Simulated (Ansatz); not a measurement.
# CsAgMoO4 (built on the sites of a database entry of CsLiMoO4): from the cell to its phonons

The cell of CsAgMoO4 (built on the sites of a database entry of CsLiMoO4) is at rest. What are its phonons? After the zone centre comes a 2×2×2 q mesh on a 4×4×4 k mesh.

Program: Ansatz 0.2.0. Level of theory: DFT PBE+D4, scalar-relativistic, plane waves, PAW. Results are calculated unless marked as measured.

The structure was built from a prototype and need not be the compound's stable phase.

### 1. The structure

Symmetry: F-43m, No. 216, cubic system. The conventional cell has a = 9.227 Å, b = 9.227 Å, c = 9.227 Å, α = 90.00°, β = 90.00°, γ = 90.00°. Cs has 12 O at 3.87 Å nearest. Nearest to Ag lie 4 O at 2.22 Å. Mo has 4 O at 1.77 Å nearest. Nearest to O lie 1 Mo at 1.77 Å and 1 Ag at 2.22 Å and 3 Cs at 3.87 Å. Farther neighbours and most contacts between anions are not listed.

### 2. Modes at Γ

The cell comes from relaxations at this level that are not shown. The zone centre comes first: it holds the modes that light can see, as far as symmetry allows. The response to a homogeneous field gives the Born charges and the dielectric tensor.

File input.yaml:

```yaml
crystal:
  lattice:
    - [0.0, 4.6134148383, 4.6134148383]
    - [4.6134148383, 0.0, 4.6134148383]
    - [4.6134148383, 4.6134148383, 0.0]
  atoms:
    - { symbol: Cs, position: [0.75, 0.75, 0.75] }
    - { symbol: Ag, position: [0.5, 0.5, 0.5] }
    - { symbol: Mo, position: [0.25, 0.25, 0.25] }
    - { symbol: O, position: [0.9169708176, 0.3610097275, 0.3610097275] }
    - { symbol: O, position: [0.3610097275, 0.3610097275, 0.9169708176] }
    - { symbol: O, position: [0.3610097275, 0.9169708176, 0.3610097275] }
    - { symbol: O, position: [0.3610097275, 0.3610097275, 0.3610097275] }
kpoints:
  mp_grid: { grid: [4, 4, 4] }
hamiltonian:
  xc: pbe
  dispersion: d4
scf:
  occupations: { method: fixed }
output:
  eigenvalues: true
phonons:
  method: dfpt
  dielectric: true
  rigid_motions: translations
```

Launch:

```sh
$ ansatz run input.yaml --threads 8 --pin off --max-ram 14336MiB --backend cpu --events-out ev --progress --plain --runs-dir out
```

Planned after this: the dispersion; isotope substitution, element Ag, natural mass 107.868 amu; another isotope, element Mo, natural mass 95.95 amu; another isotope, element O, natural mass 15.999 amu. Settings of the main run: cutoff 420 eV, 4×4×4 k-mesh, 2×2×2 q-mesh, fixed occupations.

**Question.** What will these runs give for the highest optical mode at the zone centre, top of the zone-centre spectrum with the field, lowest optical zone-centre mode and lowest mode on the q mesh?

Modes are clearly imaginary (beyond 10i cm⁻¹) at 3 of the 3 irreducible wavevectors, most at q = (0, 0, -0.5) (106.1i cm⁻¹), so this structure is not a minimum of the energy. Without the field, the optical modes at Γ span -106 to 908 cm⁻¹ (negative means imaginary). The highest mode in this list at Γ, 908.4 cm⁻¹, is mostly motion of O (100 % of the kinetic energy).

* volume per atom: 28.1 Å³
* gap on the k-mesh: 2.90 eV
* highest optical mode at the zone centre (no LO-TO term): 908 cm⁻¹
* top of the zone-centre spectrum with the field: 908 cm⁻¹
* lowest optical zone-centre mode: -106 cm⁻¹
* mean high-frequency dielectric constant: 2.84
* largest Born charge (third of the trace): 3.54 e
* lowest mode on the q mesh (acoustic modes at Γ apart): -106 cm⁻¹
* highest frequency on the path or at a solved wavevector: 908 cm⁻¹
* imaginary modes on the 2×2×2 q mesh: yes

The macroscopic field leaves the top of the zone-centre spectrum where it is. Among the real modes, the strongest infrared line is at 834 cm⁻¹. The program warns that the interpolation holds no quadrupole term, so branches close to Γ can be off in this crystal. Spin-orbit coupling is left out, which can matter for the heavy elements here. In the phonons the program treats the change of the C6 weights of the dispersion term with coordination only in part. The starting cell was built on a prototype and not taken from a measurement, so the phase need not exist. These are harmonic frequencies at zero temperature: anharmonic shifts, linewidths and thermal expansion are left out.

[Logs are printed without paths, hosts, clocks, repeated set-up lines and the standing remarks that a program may print on its own settings, such as how far it seeks lower states.]

[Hosts, paths, dates, database ids (printed as entryN), source tags and the programs' standing remarks are cut or masked in the printed files.]
